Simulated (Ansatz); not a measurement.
## SiTe (built on the sites of a database entry of SnTe): a soft mode frozen in

Aim: this structure of SiTe (built on the sites of a database entry of SnTe) is to be tested for unstable modes, and one is followed downhill.

Method: DFT LDA, scalar-relativistic, plane waves, norm-conserving pseudopotentials, in Ansatz 0.2.0.

The structure was built from a prototype and need not be the compound's stable phase.

## 1. The structure

Symmetry: F-43m, No. 216, cubic system. Conventional cell: a = 6.378 Å, b = 6.378 Å, c = 6.378 Å, α = 90.00°, β = 90.00°, γ = 90.00°. Si has 4 Te at 2.76 Å nearest. Nearest to Te lie 4 Si at 2.76 Å. Farther neighbours and most contacts between anions are not listed.

## 2. Phonons on a q mesh

The cell comes from relaxations at this level that are not shown. Stability and thermal properties need the whole zone. Linear response on a 2×2×2 q mesh gives force constants as far as a supercell of that size would.

input.yaml

```yaml
crystal:
  lattice:
    - [0.0, 3.1888223209, 3.1888223209]
    - [3.1888223209, 0.0, 3.1888223209]
    - [3.1888223209, 3.1888223209, 0.0]
  atoms:
    - { symbol: Si, position: [0.0, 0.0, 0.0] }
    - { symbol: Te, position: [0.75, 0.75, 0.75] }
kpoints:
  mp_grid: { grid: [10, 10, 10] }
hamiltonian:
  xc: lda
  pseudopotentials: { kind: nc }
scf:
  occupations: { method: methfessel_paxton, width: 0.15 }
output:
  eigenvalues: true
phonons:
  method: dfpt
  qmesh: [2, 2, 2]
  temperatures: { t_max: 1000, t_step: 50 }
  qpath:
    path:
      - [[0.0, 0.0, 0.0], [-0.5, -0.5, 0.0], [-0.375, -0.375, 0.25]]
      - [[-0.375, 0.0, 0.375], [0.0, 0.0, 0.0], [0.0, 0.0, 0.5], [-0.5, -0.25, 0.25], [-0.5, -0.5, 0.0]]
    npoints: 10
```

Started as:

```
ansatz run input.yaml --threads 4 --pin off --max-ram 7168MiB --backend cpu --events-out ev --progress --plain --runs-dir out
```

The program printed:

```text
Warning: phonons: the dynamical matrix that this run interpolates holds no multipole term above the dipole-dipole one, and a site of this crystal is no centre of inversion, so its interpolated transverse optical and acoustic branches and sound speeds can stay off near Gamma, and the density of states and the thermodynamics with them. What a run solves at a wave vector of phonons.qpoints, Gamma apart, where the deck admits one, is free of this, and under fd what a larger phonons.supercell samples
Engine: ansatz 0.2.0, aarch64-unknown-linux-gnu
Pseudopotentials: kind: nc
Pseudopotential: Si, nc, valence charge 4, recommended cutoff 435.38218 eV (normal), Si.nc.azcp (PseudoDojo's, or run here from an input of PseudoDojo's: the run reads no file of this project's for it)
Pseudopotential: Te, nc, valence charge 16, recommended cutoff 1120 eV (normal), Te.nc.azcp (PseudoDojo's, or run here from an input of PseudoDojo's: the run reads no file of this project's for it)
Functional definition: SPW92
  exchange = slater_x
  correlation = pw_c
Crystal: 2 atoms, lattice volume = 64.852 Å³
Basis set: ecut = 1120 eV, 5577 PW (Γ), exchange–correlation on 100×100×100 points (8 copies of the dense FFT grid, shifted against one another)
Bands: 14, of which v1, the nominal top of the filled ones, is band 10 counted from 1 (9 counted from 0)
Symmetry: 24 space group operations
k-points: 47 of 1000 (time reversal used)
Non-local potential: Si, projectors of the file, l = 0: 2, l = 1: 2, l = 2: 2
Non-local potential: Te, projectors of the file, l = 0: 3, l = 1: 2, l = 2: 2, l = 3: 2
Initial density: superposition of atomic densities (chi_scale 0.1, normalization cell, long waves kept (reshape's long-wave potential 0.00 eV rms))
Initial wavefunctions: pseudopotential atomic-orbital guess
Functional: x = slater, c = lda
SCF iter   1: F=—  HF=-2960.047969 eV  |F-HF|=—  |Δ(HF+E_count)|=         —  Δρ=1.59e-2  dr2=1.81e-1  ethr=3.10e-3  ⟨swp⟩=6.2  Hψ=4112  notcnv=0
preconditioner: auto → Kerker (q_TF=auto, 2.243 Å⁻¹)  [metal: Δε(μ)=0.068 eV  Ē_g=8.625 eV  σ=0.150 eV  W_gap=0.37  n_scr=14 (ndim 8)  ℏωp=14.6 eV  f_vac=0.007  D(μ)=0.76/eV (n_scr^D=0)]
SCF iter   2: F=—  HF=-2960.015980 eV  |F-HF|=—  |Δ(HF+E_count)|=   3.20e-2  S|Δr|=    0.00e0  Δρ=9.75e-3  dr2=6.77e-2  ethr=9.07e-4  ⟨swp⟩=1.0  Hψ=1034  notcnv=0
SCF iter   3: F=—  HF=-2959.996458 eV  |F-HF|=—  |Δ(HF+E_count)|=   1.95e-2  S|Δr|=    0.00e0  Δρ=1.31e-3  dr2=2.61e-3  ethr=3.38e-4  ⟨swp⟩=2.1  Hψ=886  notcnv=0
SCF iter   4: F=—  HF=-2959.996087 eV  |F-HF|=—  |Δ(HF+E_count)|=   3.71e-4  S|Δr|=    0.00e0  Δρ=4.40e-4  dr2=3.12e-4  ethr=1.30e-5  ⟨swp⟩=2.1  Hψ=886  notcnv=0
SCF iter   5: F=—  HF=-2959.996111 eV  |F-HF|=—  |Δ(HF+E_count)|=   2.39e-5  S|Δr|=    0.00e0  Δρ=1.33e-4  dr2=1.07e-5  ethr=1.56e-6  ⟨swp⟩=2.0  Hψ=825  notcnv=0
SCF iter   6: F=—  HF=-2959.996117 eV  |F-HF|=—  |Δ(HF+E_count)|=   6.93e-6  S|Δr|=    0.00e0  Δρ=2.40e-5  dr2=3.69e-7  ethr=5.36e-8  ⟨swp⟩=2.1  Hψ=840  notcnv=0
SCF iter   7: F=—  HF=-2959.996085 eV  |F-HF|=—  |Δ(HF+E_count)|=   3.28e-5  S|Δr|=    0.00e0  Δρ=6.97e-6  dr2=6.69e-8  ethr=1.85e-9  ⟨swp⟩=2.4  Hψ=984  notcnv=0
SCF iter   8: F=—  HF=-2959.996085 eV  |F-HF|=—  |Δ(HF+E_count)|=   2.15e-8  S|Δr|=    0.00e0  Δρ=2.21e-6  dr2=5.36e-9  ethr=3.35e-10  ⟨swp⟩=1.9  Hψ=756  notcnv=0
SCF iter   9: F=—  HF=-2959.996085 eV  |F-HF|=—  |Δ(HF+E_count)|=   2.12e-9  S|Δr|=    0.00e0  Δρ=4.62e-7  dr2=1.17e-10  ethr=2.68e-11  ⟨swp⟩=1.7  Hψ=739  notcnv=0
SCF iter  10: F=-2959.996085 eV  HF=-2959.996085 eV  |F-HF|=4.55e-13  |Δ(HF+E_count)|=  1.52e-10  S|Δr|=    0.00e0  Δρ=7.01e-8  dr2=1.64e-12  ethr=1.00e-12  ⟨swp⟩=8.0  Hψ=4091  notcnv=0
SCF 1 converged in 10 iterations: F = -2959.996085 eV  dr2 = 1.64e-12
Initial density: read from a saved state, or passed on in memory by an earlier SCF of this step, an earlier step, the calling program or the single point that the run made first
iter 1 solved again at ethr=1.65e-7 eV; its pass at ethr=3.10e-3 eV (dr2=3.31e-5 eV) is discarded
SCF iter   1: F=—  HF=-2959.996121 eV  |F-HF|=—  |Δ(HF+E_count)|=         —  Δρ=3.34e-7  dr2=1.05e-10  ethr=1.65e-7  ⟨swp⟩=4.0  Hψ=6423  notcnv=0
eigensolver tolerance schedule: the retry pair's looser diagonalisation over-reported the residual by 315691.62 of it (diagonalisation noise at an unbounded share of the residual, at the tolerance the schedule requests for it); recorded, not acted on — ethr = c·dr2/N_el stays at c = 1.0e-1
preconditioner: auto → Kerker (q_TF=auto, 2.243 Å⁻¹)  [metal: Δε(μ)=0.054 eV  Ē_g=8.611 eV  σ=0.150 eV  W_gap=0.29  n_scr=14 (ndim 8)  ℏωp=14.6 eV  f_vac=0.015  D(μ)=0.70/eV (n_scr^D=0)]
SCF iter   2: F=—  HF=-2959.996085 eV  |F-HF|=—  |Δ(HF+E_count)|=   3.67e-5  S|Δr|=    0.00e0  Δρ=1.40e-7  dr2=1.31e-11  ethr=1.00e-12  ⟨swp⟩=4.0  Hψ=1866  notcnv=0
SCF iter   3: F=-2959.996085 eV  HF=-2959.996085 eV  |F-HF|=3.64e-12  |Δ(HF+E_count)|=  2.73e-12  S|Δr|=    0.00e0  Δρ=1.01e-7  dr2=7.51e-12  ethr=1.00e-12  ⟨swp⟩=4.9  Hψ=2209  notcnv=0
SCF 2 converged in 3 iterations: F = -2959.996085 eV  dr2 = 7.51e-12
phonons: the bands overlap, so this run is a metal and interpolates without the dipole-dipole term. If the crystal is really an insulator or semiconductor, its LO-TO splitting is missing
NSCF: frozen V_eff on 47 k-points
WARN: eigensolver did not converge in 33 slots of this pass, the one above among them; of largest residual over every band (k=14): 1 band(s) unlocked (lowest unlocked band 13, counted from 0; max residual 1.18e-1 eV among the unlocked bands, 1.18e-1 eV over every band); of lowest unlocked band (k=1): band 13
NSCF: frozen V_eff on 102 k-points
DFPT response loops at q = (0, 0, 0) (fractional): preconditioner auto → Kerker (q_TF=auto, 2.243 Å⁻¹) (partly filled bands, converged f_vac=0.015); β = 1.00, the filter's whole step (`scf.mixing.beta` (0.50) is not read by the response loops under this deck's `scf.mixing.preconditioner`; to damp them name `kerker` or `kerker_dos`, under which they read `scf.mixing.beta`, and type it under 1.00, their step now; both keys bind the ground state too); Broyden in place of MSR1
NSCF: frozen V_eff on 564 k-points
DFPT response loops at q = (0, 0, -0.5) (fractional): mixed as the last ones told, above
NSCF: frozen V_eff on 342 k-points
DFPT response loops at q = (0, -0.5, -0.5) (fractional): mixed as the last ones told, above
SCF converged after 10 iterations
Stability not checked: this state was not tested for a lower state beside it, because cold or Methfessel-Paxton smearing, or corrected tetrahedra, fill the levels in a way that the test cannot read (fill_not_monotonic; see scf.lower_state_search)
Free energy (F): -2959.996085 eV
Harris-Foulkes:  -2959.996085 eV  (|F-HF|=4.55e-13)
Internal energy: -2959.996825 eV  (E = F + TS)
E sigma→0 (E₀):  -2959.996270 eV
Entropy (-TS):   0.000741 eV (0.370 meV/atom)
Fermi energy:    6.230856 eV
--- Per-component energies (eV) ---
  E_band       = -305.341113
  E_kinetic    = 1582.816391
  E_local      = -2436.646952  (includes V_loc(G=0)·N_el)
  E_nonlocal   = -766.869144
  E_hartree    = 882.713519
  E_xc         = -698.279017
  E_vxc        = -450.068469  (∫ρ·V_xc dr)
  E_ewald      = -1523.731623
  E_smearing   = 0.000741  (= −TS)
  E_closure    = 0.000000  (closes the sum)
  Σ components = -2959.996085   (vs F -2959.996085, Δ=0.00e0)
--- Band table (eV; the first three rows and the last of 47) ---
  k-point 0: bands = [... 6 lower, 2.0613, 3.7043, 3.7043, 3.7043, 6.7782, 6.7782, 6.7782, 10.5211]
  k-point 1: bands = [... 6 lower, 1.4324, 3.6070, 3.6070, 4.0556, 6.9337, 6.9337, 6.9468, 10.9101]
  k-point 2: bands = [... 6 lower, 0.3645, 3.3889, 3.3889, 4.2667, 7.2773, 7.2773, 7.6552, 11.6893]
  k-point 46: bands = [... 6 lower, -2.0270, 1.5791, 1.7553, 6.6755, 7.2366, 8.9049, 9.1867, 12.4101]
--- Phonons (Γ-DFPT): 2 representative perturbations + reference (Σ response iterations 5) ---
  ASR residual: 9.725e-5 → 0.000e0 eV/Å²; symmetrization residual: 5.080e-6 eV/Å²
  ASR residual per site (eV/Å²): 1.47e-5 9.73e-5
  Γ frequencies (cm⁻¹): 0.00 0.00 0.00 198.91 198.91 198.91
--- Phonons (arbitrary-q DFPT): 3 irreducible q on the 2×2×2 mesh ---
  q = [0.0000, 0.0000, 0.0000] (star 1, of the zone-centre solve; hermiticity 3.03e-6, symmetrization 4.49e-15): -0.00 -0.00 0.00 198.91 198.91 198.91
  q = [0.0000, 0.0000, -0.5000] (star 4, 2 solved perturbations on 282 of 1000 k-point pairs; hermiticity 2.81e-6, symmetrization 2.28e-12, the responses' own estimated error 1.4e-4 eV/Å²): -26.51 -26.51 14.60 173.37 173.37 212.62
  q = [0.0000, -0.5000, -0.5000] (star 3, 4 solved perturbations in 546 linear systems a pass and spin channel, the states on 171 of 1000 k-point pairs; hermiticity 1.15e-5, symmetrization 3.19e-12, the responses' own estimated error 1.8e-4 eV/Å²): -42.58 -42.58 67.03 124.02 124.02 148.60
  sum rule: each row above includes the acoustic sum rule's correction from the zone centre's row sums; it moved no ω² by more than (0.46 cm⁻¹)²
  mesh force constants: q→R imaginary residual 4.28e-17; ASR residual 9.725e-5 → 0.000e0 eV/Å²; symmetrization residual 2.220e-15 eV/Å²
  interpolated dispersion: 62 rows × 6 modes
  density of states and harmonic sums: on the 18×18×18 q-mesh, interpolated from the force constants of a 2×2×2 supercell (no non-analytic term)
  largest difference from the sums on the solved wave vectors: F 7.77e-3 eV, S 2.58e-5 and C_V 1.15e-5 eV/K
  zero-point energy: 0.034333 eV/cell   skipped modes (ω ≤ 0): 387, of them read as no rigid motion or as one in doubt: 384 (1.991e0 modes/cell left out, lowest -51.28 cm⁻¹)   left out of the sums: 3.32e-1 of the cell's modes: C_V's classical limit lies that fraction below 3 k_B per atom; for a crystal, a wire or a layer, F and S can be off by more, and a phonons.interpolated_qmesh denser along its periods is the remedy for the sampling
```

It took 1.8 min on 4 threads of Arm Neoverse V1, shared host; peak memory 2.1 GiB; 7 min of CPU time.

The column dr2 measures how far the density is from self-consistency, as an energy; F and HF (Harris–Foulkes) agree once it is small.

Numbers from this step:

```yaml
volume_per_atom: 32.43 Å³
gap_on_the_k_mesh: 0 eV
sum_rule_residual_before_enforcement: 9.73e-5 eV/Å²
lowest_frequency_on_the_path: -51.49 cm⁻¹
point_group: -43m
highest_frequency_on_the_path_or_at_a_solved_wavevector: 212.6 cm⁻¹
highest_optical_mode_at_the_zone_centre_no_lo_to_term: 198.9 cm⁻¹
lowest_optical_zone_centre_mode: 198.9 cm⁻¹
lowest_mode_on_the_q_mesh_acoustic_modes_at_gamma_apart: -42.58 cm⁻¹
```

Frequencies (cm⁻¹) solved at each irreducible wavevector; negative means imaginary. Frequencies by wavevector, by row:

```csv
q in reciprocal lattice units,star,mode 1,mode 2,mode 3,mode 4,mode 5,mode 6
0 0 0,1,0,0,0,198.9,198.9,198.9
0 0 -0.5,4,-26.5,-26.5,14.6,173.4,173.4,212.6
0 -0.5 -0.5,3,-42.6,-42.6,67,124,124,148.6
```

Interpolated from a 2×2×2 q mesh. The phonon branches at the labelled points (cm⁻¹):

```csv
point,branch 1,branch 2,branch 3,branch 4,branch 5,branch 6
Γ,0,0,0,199,199,199
halfway,-23,-23,56,176,176,184
X,-43,-43,67,124,124,149
halfway,-44,-42,61,127,134,152
U,-44,-39,50,136,153,160
jump to K,-44,-39,50,136,153,160
halfway,-30,-17,49,178,183,194
Γ,0,0,0,199,199,199
halfway,-20,-20,47,187,187,201
L,-26,-26,15,173,173,213
halfway,-42,-30,36,156,163,188
W,-52,-29,48,144,147,155
halfway,-48,-37,57,135,135,153
X,-43,-43,67,124,124,149
```

The phonon branches as a text plot (rows in cm⁻¹):

```
    207 |                                    ********
    196 |****                  **************        *
    185 |    ***             ** **         ***        *
    174 |      **          ******             *******  **
    163 |       ****     ******                     ****
    152 |        *  ******* *                         ***********
    141 |         **    * **                            ******
    130 |           * ****                                    ***
    119 |            **                                         *
    108 |
     97 |
     86 |
     75 |
     64 |       ********                                      ***
     53 |    ***        ***     **                         ***
     42 |   *              *****  **      *****        ****
     31 |  *                        *    *     *    ***
     20 | *                          *          ****
      9 |                           *   *
     -2 |***                      ** ****
    -13 |   ***                 **  *    ***
    -24 |      *               * ***        *********    **
    -35 |       ****     ********                  ******  ****
    -46 |           ********                          ***********
         Γ           X  U|K            Γ         L        W     X
```

Symmetry leaves 3 wavevectors to solve. The lowest mode among them, the acoustic zeros apart, lies at q = (0, -0.5, -0.5) and is imaginary, 42.6i cm⁻¹, so the energy falls along it. Between them the interpolated path dips to 51i cm⁻¹.

## 3. The mode frozen in, largest atomic shift 0 Å

The mode followed lies at q = (0, -0.5, -0.5) with frequency 42.6i cm⁻¹ and is 2-fold degenerate, the softest among the wavevectors solved. At small amplitude the distorted cell has space group no. 20 by a symmetry search on the positions. The undistorted cell that holds it gives the zero of energy on the same k mesh.

System of this step: SiTe (built on the sites of a database entry of SnTe). The structure is cubic, space group F-43m (No. 216). The conventional cell has a = 6.378 Å, b = 6.378 Å, c = 6.378 Å, α = 90.00°, β = 90.00°, γ = 90.00°. Si has 4 Te at 2.76 Å nearest. Nearest to Te lie 4 Si at 2.76 Å. Farther neighbours and most contacts between anions are not listed.

input.yaml, the sections that differ from step 2:

```yaml
crystal:
  lattice:
    - [0.0, -3.1888223209, -3.1888223209]
    - [0.0, 3.1888223209, -3.1888223209]
    - [6.3776446417, 0.0, 0.0]
  atoms:
    - { symbol: Si, position: [0.5, 0.5, 0.5] }
    - { symbol: Si, position: [0.0, 0.0, 0.0] }
    - { symbol: Te, position: [0.0, 0.5, 0.25] }
    - { symbol: Te, position: [0.5, 0.0, 0.75] }
kpoints:
  mp_grid: { grid: [8, 8, 6] }
output:
  forces: true
  stress: true
  eigenvalues: true
# hamiltonian, scf: as in step 2
# phonons: removed
```

The program printed:

```text
[...]
Crystal: 4 atoms, lattice volume = 129.703 Å³
Basis set: ecut = 1120 eV, 11091 PW (Γ)
Bands: 24, of which v1, the nominal top of the filled ones, is band 20 counted from 1 (19 counted from 0)
Symmetry: 16 space group operations
[...]
k-points: 60 of 384 (time reversal used)
[...]
P = ⅓ Tr σ = 0.2264 GPa (2.264 kbar)
--- Band table (eV; the first three rows and the last of 60) ---
  k-point 0: bands = [... 16 lower, 3.7118, 3.7118, 3.7145, 5.2709, 5.7649, 6.7818, 6.7818, 6.7818]
  k-point 1: bands = [... 16 lower, 3.5193, 3.5193, 4.2663, 5.2715, 5.8972, 6.6124, 7.0736, 7.0736]
  k-point 2: bands = [... 16 lower, 3.1036, 3.1036, 5.0742, 5.3361, 6.1312, 6.3037, 7.7828, 7.7828]
  k-point 59: bands = [... 16 lower, 1.7376, 1.7376, 6.9209, 6.9209, 7.6398, 7.6398, 8.4633, 8.4633]
[key lines of the parts left out:]
SCF converged after 8 iterations
Free energy (F): -5919.971330 eV
Fermi energy:    6.260047 eV
```

Run time: 17 s. Hardware: 4 threads; peak memory 0.86 GiB.

This step gave:

| Property | Result |
| --- | --- |
| pressure | 0.2264 GPa |
| energy from the undistorted cell | 0 meV/atom |

The run ends at a pressure of 0.23 GPa.

## 4. The mode frozen in, largest atomic shift 0.45 Å

The atoms are moved along the unstable eigenvector, the largest shift by 0.45 Å, with the cell fixed.

input.yaml, the sections that differ from step 3:

```yaml
crystal:
  lattice:
    - [0.0, -3.1888223209, -3.1888223209]
    - [0.0, 3.1888223209, -3.1888223209]
    - [6.3776446417, 0.0, 0.0]
  atoms:
    - { symbol: Si, position: [0.4586184115, 0.4586184115, 0.5] }
    - { symbol: Si, position: [0.0413815885, 0.0413815885, 0.0] }
    - { symbol: Te, position: [-0.0705589642, 0.5705589642, 0.25] }
    - { symbol: Te, position: [0.5705589642, -0.0705589642, 0.75] }
# kpoints, hamiltonian, scf, output: as in step 3
```

The program printed:

```text
[...]
Crystal: 4 atoms, lattice volume = 129.703 Å³
Basis set: ecut = 1120 eV, 11091 PW (Γ)
Bands: 24, of which v1, the nominal top of the filled ones, is band 20 counted from 1 (19 counted from 0)
Symmetry: 4 space group operations
[...]
k-points: 84 of 384 (time reversal used)
[...]
P = ⅓ Tr σ = -1.1620 GPa (-11.620 kbar)
--- Band table (eV; the first three rows and the last of 84) ---
  k-point 0: bands = [... 16 lower, 3.6135, 3.8778, 4.1250, 4.9229, 5.7964, 6.8093, 6.8106, 7.3958]
  k-point 1: bands = [... 16 lower, 3.4945, 3.6527, 4.5857, 5.0334, 5.8531, 6.6098, 6.9777, 7.7254]
  k-point 2: bands = [... 16 lower, 3.1784, 3.2344, 5.2493, 5.2822, 5.9317, 6.2649, 7.6132, 8.3110]
  k-point 83: bands = [... 16 lower, 1.9463, 1.9463, 6.2993, 6.2993, 7.5650, 7.5650, 8.6012, 8.6012]
[key lines of the parts left out:]
SCF converged after 8 iterations
Free energy (F): -5920.074009 eV
Fermi energy:    6.085925 eV
```

It took 23 s on 4 threads; peak memory 1 GiB.

Numbers from this step:

```yaml
pressure: -1.162 GPa
energy_from_the_undistorted_cell: -25.57 meV/atom
```

The energy, extrapolated to zero smearing, is -25.57 meV/atom against the undistorted cell.

The run ends at a pressure of -1.16 GPa, with forces up to 0.013 eV/Å.

## 5. Energy along the mode, all amplitudes (two of the runs are shown above)

An imaginary frequency means negative curvature, so the energy should fall and then rise again as anharmonic terms take over.

This step gave:

```yaml
depth_at_the_lowest_point_sampled: 25.57 meV/atom
largest_atomic_shift_at_that_point: 0.45 Å
```

Energy from the parent against largest atomic shift:

```csv
largest atomic shift (Å),energy from the parent (meV/atom)
0.000,0
0.040,-0.495
0.080,-1.89
0.140,-5.33
0.220,-11.6
0.320,-19.9
0.450,-25.6
0.600,-16.5
```

Displacement at unit largest shift by atom:

```csv
atom,x (Å),y (Å),z (Å),size
Si1,0.00,0.00,0.59,0.59
Si2,0.00,0.00,-0.59,0.59
Te3,0.00,1.00,0.00,1.00
Te4,0.00,-1.00,0.00,1.00
```

The lowest of the steps tried is at 0.45 Å, 25.6 meV/atom below the parent; the bottom of the well need not coincide with a step.

(Continued in part 2 of 2.)

[Logs are printed without paths, hosts, clocks, repeated set-up lines and the standing remarks that a program may print on its own settings, such as how far it seeks lower states.]

[Hosts, paths, dates, database ids (printed as entryN), source tags and the programs' standing remarks are cut or masked in the printed files.]
